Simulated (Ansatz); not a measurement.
# LiAlF4: complex band structure, part 3 of 3

Wanted: the relaxed cell of LiAlF4, its band edges and its decay constants. It is built by putting Li for Rb in the RbAlF4 structure of space group P4/mmm, with the volume rescaled by atomic radii. The parent structure comes from the Materials Project.

Ansatz 0.2.0; LDA DFT, plane waves, PAW files (the session's first sound run).

So far, gap on the k-mesh (eV): step 3 (band edges) 5.76.

The structure was built from a prototype and need not be the compound's stable phase.

**6. Complex bands, plane (001), k-mesh 6×6×4**

Level of this step: LDA DFT, plane waves, PAW files; complex bands by layer matching along the plane's normal (Ansatz).

The same for the (001) plane, at (0, 0), (0.4688, 0.4688) and (0.5, 0), to see how the decay depends on direction.

input.yaml reads:

```yaml
crystal:
  lattice:
    - [3.513617589, 0.0, 0.0]
    - [0.0, 3.513617589, 0.0]
    - [0.0, 0.0, 5.954910508]
  atoms:
    - { symbol: Li, position: [0.0, 0.0, 0.0] }
    - { symbol: Al, position: [0.5, 0.5, 0.5] }
    - { symbol: F, position: [0.5, 0.5, 0.7975052322] }
    - { symbol: F, position: [0.5, 0.5, 0.2024947678] }
    - { symbol: F, position: [0.5, 0.0, 0.5] }
    - { symbol: F, position: [0.0, 0.5, 0.5] }
kpoints:
  mp_grid: { grid: [6, 6, 4] }
scf:
  occupations: { method: fixed }
hamiltonian:
  xc: lda
output:
  eigenvalues: true
  transmission:
    leads: [[0, 0]]
    kpoints: [[0.0, 0.0], [0.4688, 0.4688], [0.5, 0.0]]
    e_range: [-1.0, 6.76]
    de: 0.13
```

Command:

```sh
> ansatz run input.yaml --threads 2 --pin off --max-ram 4096MiB --backend cpu --events-out ev --progress --plain --runs-dir out
```

Numbers of over 12 decimals in the logs are rounded to 6 here.

The program printed:

```text
[...]
Crystal: 6 atoms, lattice volume = 73.516 Å³
Basis set: ecut = 420 eV, 1431 PW (Γ)
Bands: 23, of which v1, the nominal top of the filled ones, is band 17 counted from 1 (16 counted from 0)
Symmetry: 16 space group operations
[...]
k-points: 30 of 144
[...]
SCF iter   1: F=—  HF=-3897.377009 eV  |F-HF|=—  |Δ(HF+E_count)|=         —  Δρ=1.70e-2  dr2=1.49e-1  ethr=1.77e-3  ⟨swp⟩=4.8  Hψ=2867  notcnv=0  defer=100
[...]
SCF iter   7: F=-3897.326773 eV  HF=-3897.326773 eV  |F-HF|=2.43e-10  |Δ(HF+E_count)|=   1.19e-8  Δρ=2.77e-6  dr2=1.98e-9  ethr=2.23e-10  ⟨swp⟩=1.0  Hψ=1958  notcnv=0
SCF 1 converged in 7 iterations: F = -3897.326773 eV  dr2 = 1.98e-9
[...]
transmission: 8 of 24 steps passed
transmission: 16 of 24 steps passed
transmission: 24 of 24 steps passed
SCF converged after 7 iterations
Free energy (F): -3897.326773 eV
[...]
Internal energy: -3897.326773 eV  (E = F + TS)
E sigma→0 (E₀):  -3897.326773 eV
Fermi energy:    -0.144653 eV
[...]
--- Band table (eV; the first three rows and the last of 30) ---
  k-point 0: bands = [... 13 lower, -0.7771, -0.7581, -0.7581, -0.4796, 5.6152, 8.8377, 11.0147, 13.4075, ... 2 higher]
  k-point 1: bands = [... 13 lower, -1.0042, -0.8246, -0.5284, -0.5284, 5.9516, 8.1166, 11.5659, 13.5983, ... 2 higher]
  k-point 2: bands = [... 13 lower, -1.1017, -1.1017, -0.4284, -0.4284, 6.5555, 7.2673, 11.9454, 13.5825, ... 2 higher]
  k-point 29: bands = [... 13 lower, -0.8093, -0.6181, -0.5292, -0.5292, 9.4398, 9.7194, 9.7194, 10.3049, ... 2 higher]
--- Transmission ---
  basis      : 109 plane waves across, 8 finite elements along
  points     : 3, as listed
[...]
crystal 0  : F4Li1Al1, at the sites [0, 0], period 5.9549 Å: whole cells are its period
[...]
channels       : 0.000000e0 a spin
[...]
slowest decay  : 0.5242 /Å at (0.0000, 0.0000)
```

The job ended after 9.3 s (2 threads of Intel Xeon Platinum 8488C (Sapphire Rapids), shared host; peak memory 0.45 GiB; 18 s of CPU time).

Numbers from this step:

| Property | Result |
| --- | --- |
| free energy | -3897.3268 eV |
| Fermi energy | -0.1447 eV |
| decay constant at the filling level, zone centre | 0.5242 Å⁻¹ |
| decay constant at the filling level, slowest listed point | 0.5242 Å⁻¹ |

K parallel (0, 0); values up to 1.5 1/Å, a degenerate pair printed once or twice; energies at which all values exceed this have no row. Im kz of the slowest decaying states against energy, zero at the highest filled level on the SCF mesh:

```tsv
energy (eV)	decay 1 (Å⁻¹)	decay 2 (Å⁻¹)	decay 3 (Å⁻¹)	decay 4 (Å⁻¹)
-1.00	0.167	1.14	1.30	-
-0.61	1.20	1.28	-	-
-0.22	0.146	0.204	1.24	1.26
0.04	0.255	0.430	1.25	1.25
0.17	0.292	0.497	1.24	1.26
0.56	0.372	0.635	1.22	1.27
0.95	0.427	0.727	1.20	1.28
1.34	0.466	0.795	1.18	1.28
1.73	0.494	0.849	1.16	1.28
2.12	0.512	0.892	1.13	1.28
2.51	0.522	0.928	1.11	1.27
2.90	0.524	0.957	1.09	1.27
3.16	0.521	0.974	1.07	1.26
3.55	0.508	0.997	1.05	1.25
3.94	0.486	1.02	1.02	1.24
4.33	0.452	1.00	1.03	1.23
4.72	0.403	0.982	1.04	1.21
5.11	0.332	0.963	1.06	1.20
5.50	0.218	0.945	1.06	1.18
5.89	0.928	1.07	1.17	-
6.28	0.911	1.08	1.15	-
6.67	0.895	1.08	1.13	-
```

K parallel (0.4688, 0.4688); values up to 1.5 1/Å, a degenerate pair printed once or twice; energies at which all values exceed this have no row. The Im kz of the slowest decaying states by energy, zero at the highest filled level on the SCF mesh:

```tsv
energy (eV)	decay 1 (Å⁻¹)	decay 2 (Å⁻¹)	decay 3 (Å⁻¹)	decay 4 (Å⁻¹)
-1.00	-	-	-	-
-0.74	0.126	0.126	-	-
-0.35	0.307	-	-	-
-0.09	0.402	-	-	-
0.04	0.135	0.139	0.439	-
0.17	0.267	0.270	0.472	-
0.56	0.460	0.463	0.552	-
0.82	0.542	0.545	0.595	-
1.21	0.636	0.640	0.650	-
1.47	0.681	0.687	0.691	-
1.73	0.708	0.732	0.736	-
2.12	0.745	0.789	0.794	-
2.38	0.766	0.823	0.828	-
2.64	0.785	0.853	0.859	-
3.03	0.811	0.894	0.901	-
3.29	0.826	0.919	0.926	-
3.55	0.839	0.942	0.949	-
3.94	0.856	0.973	0.981	-
4.20	0.866	0.992	1.00	-
4.46	0.875	1.01	1.02	-
4.85	0.886	1.03	1.04	-
5.11	0.892	1.05	1.06	-
5.50	0.899	1.07	1.08	1.50
5.76	0.902	1.08	1.09	1.46
6.02	0.904	1.09	1.11	1.42
6.41	0.906	1.11	1.12	1.34
6.67	0.905	1.12	1.13	1.25
```

K parallel (0.5, 0); values up to 1.5 1/Å, a degenerate pair printed once or twice; energies at which all values exceed this have no row. Im kz of the slowest decaying states against energy, zero at the highest filled level on the SCF mesh:

```tsv
energy (eV)	decay 1 (Å⁻¹)	decay 2 (Å⁻¹)	decay 3 (Å⁻¹)	decay 4 (Å⁻¹)
-1.00	0.142	0.303	1.29	-
-0.74	0.111	1.30	-	-
-0.35	0.270	1.34	-	-
-0.09	0.325	0.410	1.37	-
0.04	0.207	0.426	0.458	1.38
0.17	0.312	0.497	0.500	1.40
0.56	0.492	0.586	0.648	1.48
0.82	0.571	0.629	0.717	-
1.21	0.665	0.678	0.796	-
1.47	0.702	0.716	0.838	1.45
1.73	0.722	0.761	0.873	1.41
2.12	0.743	0.820	0.918	1.36
2.38	0.754	0.855	0.943	1.33
2.64	0.761	0.887	0.966	1.31
3.03	0.768	0.932	0.994	1.28
3.29	0.770	0.960	1.01	1.26
3.55	0.769	0.986	1.03	1.24
3.94	0.764	1.03	1.05	1.22
4.20	0.759	1.05	1.06	1.20
4.46	0.751	1.07	1.08	1.19
4.85	0.735	1.08	1.11	1.17
5.11	0.722	1.09	1.14	1.16
5.50	0.698	1.10	1.14	1.18
5.76	0.679	1.10	1.13	1.21
6.02	0.658	1.10	1.11	1.23
6.41	0.619	1.10	1.11	1.25
6.67	0.588	1.09	1.11	1.24
```

At the listed wavevectors the last open channel is at -0.09 eV and the next at +5.76 eV on the grid. At +2.90 eV, the grid energy nearest the filling level (the middle of the gap on the SCF mesh), the slowest state at the listed wavevectors decays with κ = 0.524 Å⁻¹, its amplitude falling by e over 1.9 Å; the first such run, plane (110), gave 0.544 Å⁻¹.

**7. Band edges at another level, cutoff 1500 eV**

This step: LDA DFT, plane waves, JTH PAW files (Ansatz 0.2.0).

The edges again with JTH files, at the same atoms. Against that run the cutoff is 1500 eV against 420.

input.yaml reads:

```yaml
crystal:
  lattice:
    - [3.5136175894, 0.0, 0.0]
    - [0.0, 3.5136175894, 0.0]
    - [0.0, 0.0, 5.9549105078]
  atoms:
    - { symbol: Li, position: [0.0, 0.0, 0.0] }
    - { symbol: Al, position: [0.5, 0.5, 0.5] }
    - { symbol: F, position: [0.5, 0.5, 0.7975052322] }
    - { symbol: F, position: [0.5, 0.5, 0.2024947678] }
    - { symbol: F, position: [0.5, 0.0, 0.5] }
    - { symbol: F, position: [0.0, 0.5, 0.5] }
kpoints:
  mp_grid: { grid: [8, 8, 4] }
  band_path: { path: [VBM, CBM], npoints: 30 }
scf:
  occupations: { method: fixed }
hamiltonian:
  xc: lda
  pseudopotentials: { kind: paw, source: jth }
output:
  eigenvalues: true
```

The program printed:

```text
Warning: <dir> the checks of this Li dataset prove no rule for summing its radial tables, as where they were carried onto another mesh than they were made on, and Gregory's rule is taken, under which a leading mesh point left out moves its sums only by what lay on the interval it spanned. That does not make them correct, and they differ from Quantum ESPRESSO's on this file; a re-export a fraction of a mesh step off can move them. hamiltonian.pseudopotentials.radial_quadrature: simpson_from_first_knot sums it by `pw.x`'s rule; on a PAW file no value gives `pw.x`'s numbers. What more to know: hamiltonian.pseudopotentials.radial_quadrature, in the input reference
Warning: <dir> the checks of this Al dataset prove no rule for summing its radial tables, as where they were carried onto another mesh than they were made on, and Gregory's rule is taken, under which a leading mesh point left out moves its sums only by what lay on the interval it spanned. That does not make them correct, and they differ from Quantum ESPRESSO's on this file; a re-export a fraction of a mesh step off can move them. hamiltonian.pseudopotentials.radial_quadrature: simpson_from_first_knot sums it by `pw.x`'s rule; on a PAW file no value gives `pw.x`'s numbers. What more to know: hamiltonian.pseudopotentials.radial_quadrature, in the input reference
Warning: <dir> the checks of this F dataset prove no rule for summing its radial tables, as where they were carried onto another mesh than they were made on, and Gregory's rule is taken, under which a leading mesh point left out moves its sums only by what lay on the interval it spanned. That does not make them correct, and they differ from Quantum ESPRESSO's on this file; a re-export a fraction of a mesh step off can move them. hamiltonian.pseudopotentials.radial_quadrature: simpson_from_first_knot sums it by `pw.x`'s rule; on a PAW file no value gives `pw.x`'s numbers. What more to know: hamiltonian.pseudopotentials.radial_quadrature, in the input reference
[...]
Crystal: 6 atoms, lattice volume = 73.516 Å³
Basis set: ecut = 1500 eV, 9653 PW (Γ)
Bands: 23, of which v1, the nominal top of the filled ones, is band 17 counted from 1 (16 counted from 0)
Symmetry: 16 space group operations
[...]
k-points: 45 of 256
[...]
SCF iter   1: F=—  HF=-3896.164604 eV  |F-HF|=—  |Δ(HF+E_count)|=         —  Δρ=8.27e-2  dr2=4.68e0  ethr=3.10e-3  ⟨swp⟩=5.0  Hψ=5226  notcnv=0  defer=165
[...]
SCF iter   8: F=-3894.353287 eV  HF=-3894.353287 eV  |F-HF|=2.54e-9  |Δ(HF+E_count)|=   1.02e-7  Δρ=6.44e-6  dr2=1.12e-8  ethr=2.94e-10  ⟨swp⟩=12.4  Hψ=6596  notcnv=0
SCF 1 converged in 8 iterations: F = -3894.353287 eV  dr2 = 1.12e-8
[...]
SCF converged after 8 iterations
Free energy (F): -3894.353287 eV
[...]
Internal energy: -3894.353287 eV  (E = F + TS)
E sigma→0 (E₀):  -3894.353287 eV
Fermi energy:    -0.141300 eV
[...]
--- Band table (eV; the first three rows and the last of 45) ---
  k-point 0: bands = [... 13 lower, -0.7736, -0.7554, -0.7554, -0.4794, 5.6089, 8.8384, 10.9879, 13.3661, ... 2 higher]
  k-point 1: bands = [... 13 lower, -1.0008, -0.8253, -0.5258, -0.5258, 5.9477, 8.1132, 11.5299, 13.6108, ... 2 higher]
  k-point 2: bands = [... 13 lower, -1.0980, -1.0980, -0.4260, -0.4260, 6.5598, 7.2550, 11.8994, 13.5951, ... 2 higher]
  k-point 44: bands = [... 13 lower, -0.7999, -0.6187, -0.5256, -0.5256, 9.4391, 9.7315, 9.7315, 10.3080, ... 2 higher]
```

The job ended after 32 s (2 threads; peak memory 0.81 GiB).

This step gave:

```
free energy        : -3894.3533 eV
Fermi energy       : -0.1413 eV
gap on the k-mesh  : 5.750 eV
gap on path        : 5.750 eV, by band count; negative where bands overlap
direct gap on path : 6.088 eV
```

Electronic bands along the path, in eV, zero at the Fermi level (highest filled level under fixed occupations); v1 is the highest filled band, c1 the lowest empty one:

```tsv
point	v4	v3	v2	v1	c1
VBM	-1.14	-0.49	0.00	0.00	9.68
halfway	-1.02	-0.89	-0.21	-0.05	7.31
CBM	-0.63	-0.61	-0.61	-0.34	5.75
```

The searched edges give 5.75 eV, as on the mesh.

**8. Complex bands at another level**

This step: LDA DFT, plane waves, JTH PAW files; complex bands by layer matching along the plane's normal (Ansatz 0.2.0).

The complex bands at that level, over its own gap, at (0, 0) and (0, -0.0625).

input.yaml reads:

```yaml
crystal:
  lattice:
    - [5.954910508, 0.0, 0.0]
    - [0.0, 4.969005648, 0.0]
    - [0.0, 2.484502824, 2.484502824]
  atoms:
    - { symbol: Li, position: [0.0, 0.0, 0.0] }
    - { symbol: Al, position: [0.5, 0.5, 0.0] }
    - { symbol: F, position: [0.7975052322, 0.5, 0.0] }
    - { symbol: F, position: [0.2024947678, 0.5, 0.0] }
    - { symbol: F, position: [0.5, 0.0, 0.5] }
    - { symbol: F, position: [0.5, 0.5, 0.5] }
kpoints:
  mp_grid: { grid: [4, 10, 10] }
scf:
  occupations: { method: fixed }
hamiltonian:
  xc: lda
  pseudopotentials: { kind: paw, source: jth }
output:
  eigenvalues: true
  transmission:
    leads: [[0, 0]]
    kpoints: [[0.0, 0.0], [0.0, -0.0625]]
    e_range: [-1.0, 6.75]
    de: 0.16
```

The program printed:

```text
Warning: <dir> the checks of this Li dataset prove no rule for summing its radial tables, as where they were carried onto another mesh than they were made on, and Gregory's rule is taken, under which a leading mesh point left out moves its sums only by what lay on the interval it spanned. That does not make them correct, and they differ from Quantum ESPRESSO's on this file; a re-export a fraction of a mesh step off can move them. hamiltonian.pseudopotentials.radial_quadrature: simpson_from_first_knot sums it by `pw.x`'s rule; on a PAW file no value gives `pw.x`'s numbers. What more to know: hamiltonian.pseudopotentials.radial_quadrature, in the input reference
Warning: <dir> the checks of this Al dataset prove no rule for summing its radial tables, as where they were carried onto another mesh than they were made on, and Gregory's rule is taken, under which a leading mesh point left out moves its sums only by what lay on the interval it spanned. That does not make them correct, and they differ from Quantum ESPRESSO's on this file; a re-export a fraction of a mesh step off can move them. hamiltonian.pseudopotentials.radial_quadrature: simpson_from_first_knot sums it by `pw.x`'s rule; on a PAW file no value gives `pw.x`'s numbers. What more to know: hamiltonian.pseudopotentials.radial_quadrature, in the input reference
Warning: <dir> the checks of this F dataset prove no rule for summing its radial tables, as where they were carried onto another mesh than they were made on, and Gregory's rule is taken, under which a leading mesh point left out moves its sums only by what lay on the interval it spanned. That does not make them correct, and they differ from Quantum ESPRESSO's on this file; a re-export a fraction of a mesh step off can move them. hamiltonian.pseudopotentials.radial_quadrature: simpson_from_first_knot sums it by `pw.x`'s rule; on a PAW file no value gives `pw.x`'s numbers. What more to know: hamiltonian.pseudopotentials.radial_quadrature, in the input reference
Engine: ansatz 0.2.0, x86_64-unknown-linux-gnu
Pseudopotentials: kind: paw
Pseudopotential: Li, paw, valence charge 3, recommended cutoff 1200 eV (normal), Li.paw.azcp
Pseudopotential: Al, paw, valence charge 3, recommended cutoff 570 eV (normal), Al.paw.azcp
Pseudopotential: F, paw, valence charge 7, recommended cutoff 1500 eV (normal), F.paw.azcp
Functional definition: SPW92
  exchange = slater_x
  correlation = pw_c
Error: memory limit exceeded: the `transmission` phase of `transmission` needs 4.77 GiB against the run's memory maximum of 4.00 GiB; largest carriers: transmission 4.39 GiB, unmodelled-tail allowance 0.30 GiB, source scf tables 0.08 GiB, source scf state 0.00 GiB; the layers of output.transmission grow with the square of the cell's cross-section: a lower cutoff or a narrower output.transmission.e_range takes less, and so, most of all in a narrow cell, does a wider de; where no e_range is typed, a fill by count is planned with a gap of 40 thermal energies
with nothing else changed it takes a maximum of at least 4.78 GiB, with nothing to spare, and 5.25 GiB leaves up to a tenth: --max-ram 5.25GiB where that set the maximum, else more of the term that did, and with no share typed, where 5.25 GiB is over 0.88 of the host's memory or its container's limit, a share of 0.88 or more that holds the maximum too (--max-ram-frac F), where one does; The budget is ten elevenths of [...]
`transmission` follows the SCF: where the deck gives it k-points, a mesh or a band count of its own, those are what to reduce (not on a resume, whose deck is fixed)
```

Run time: 0.45 s. Hardware: 2 threads; peak memory 0.25 GiB.

The program refused the input before any cycle.

The program's message: “Error: memory limit exceeded: the `transmission` phase of `transmission` needs 4.77 GiB against the run's memory maximum of 4.00 GiB; largest carriers: transmission 4.39 GiB, unmodelled-tail allowance …”

**9. The same cell, other settings**

This step: LDA DFT, plane waves, PAW files; complex bands by layer matching along the plane's normal; changed: magnetization = {"spin_polarized": true} (Ansatz 0.2.0).

This run repeats an earlier one, its twin (the complex run, plane (110)), with two settings changed (starting moments or atoms, magnetization.spin_polarized; files written aside). It is meant to test how the run responds and whether spin polarisation matters. Where the input is shown as a difference, that is against the step before, not the twin.

input.yaml reads:

```yaml
crystal:
  lattice:
    - [5.954910508, 0.0, 0.0]
    - [0.0, 4.969005648, 0.0]
    - [0.0, 2.484502824, 2.484502824]
  atoms:
    - { symbol: Li, position: [0.0, 0.0, 0.0], spin: 3.0 }
    - { symbol: Al, position: [0.5, 0.5, 0.0], spin: 2.0 }
    - { symbol: F, position: [0.7975052322, 0.5, 0.0], spin: 1.0 }
    - { symbol: F, position: [0.2024947678, 0.5, 0.0], spin: 2.0 }
    - { symbol: F, position: [0.5, 0.0, 0.5], spin: 2.0 }
    - { symbol: F, position: [0.5, 0.5, 0.5], spin: 2.0 }
kpoints:
  mp_grid: { grid: [4, 10, 10] }
scf:
  occupations: { method: fixed }
hamiltonian:
  xc: lda
output:
  eigenvalues: true
  transmission:
    leads: [[0, 0]]
    kpoints: [[0.0, 0.0], [0.0, -0.0625], [0.5, 0.0]]
    e_range: [-1.0, 6.76]
    de: 0.16
magnetization:
  spin_polarized: true
```

The program printed:

```text
Error: inconsistent input (scf.occupations.method, magnetization): a σ = 0 step fill (method: fixed, or a smearing width below the step floor) with no hard lock on the total moment puts the same N_el/2 bands in each spin channel, which gives a total moment of zero, but the starting moments sum to +12.0000 μB; make the starting moments (crystal.atoms[].spin / magnetization.per_species / magnetization.initial_magnetization) sum to zero, or set magnetization.spin_locking.lock_magnetization: hard with an even integer magnetization.initial_magnetization, or use a smearing method with a finite width, such as fermi_dirac
```

The job ended after 0.11 s (2 threads; peak memory 0.092 GiB).

The program refused the input before any cycle.

The program's message: “Error: inconsistent input (scf.occupations.method, magnetization): a σ = 0 step fill (method: fixed, or a smearing width below the step floor) with no hard lock on the total moment puts the same N_el/ …”

**10. What came out**

```yaml
band_gap: 5.76 eV
least_decay_constant_at_mid_gap_normal_to_110: 0.544 Å⁻¹
least_decay_constant_at_mid_gap_normal_to_001: 0.524 Å⁻¹
least_decay_constant_on_a_mesh_normal_to_110: 0.543 Å⁻¹
```

With LDA, the slowest decay at the wavevectors tried is κ = 0.524 Å⁻¹, normal to (001). Through such a film the transmission near mid-gap falls as exp(−2κd), a factor of ten every 2.2 Å. The directions tried decay at nearly the same rate. A free electron under a barrier of half the gap would need a mass of 0.36 mₑ to decay at this rate. The compound is made up by substitution; its stability against other phases and against distortions of the cell's symmetry was not tested. A semilocal functional narrows gaps, so real decay constants are likely larger.

[Logs are printed without paths, hosts, clocks, repeated set-up lines and the standing remarks that a program may print on its own settings, such as how far it seeks lower states.]

[Hosts, paths, dates, database ids (printed as entryN), source tags and the programs' standing remarks are cut or masked in the printed files.]
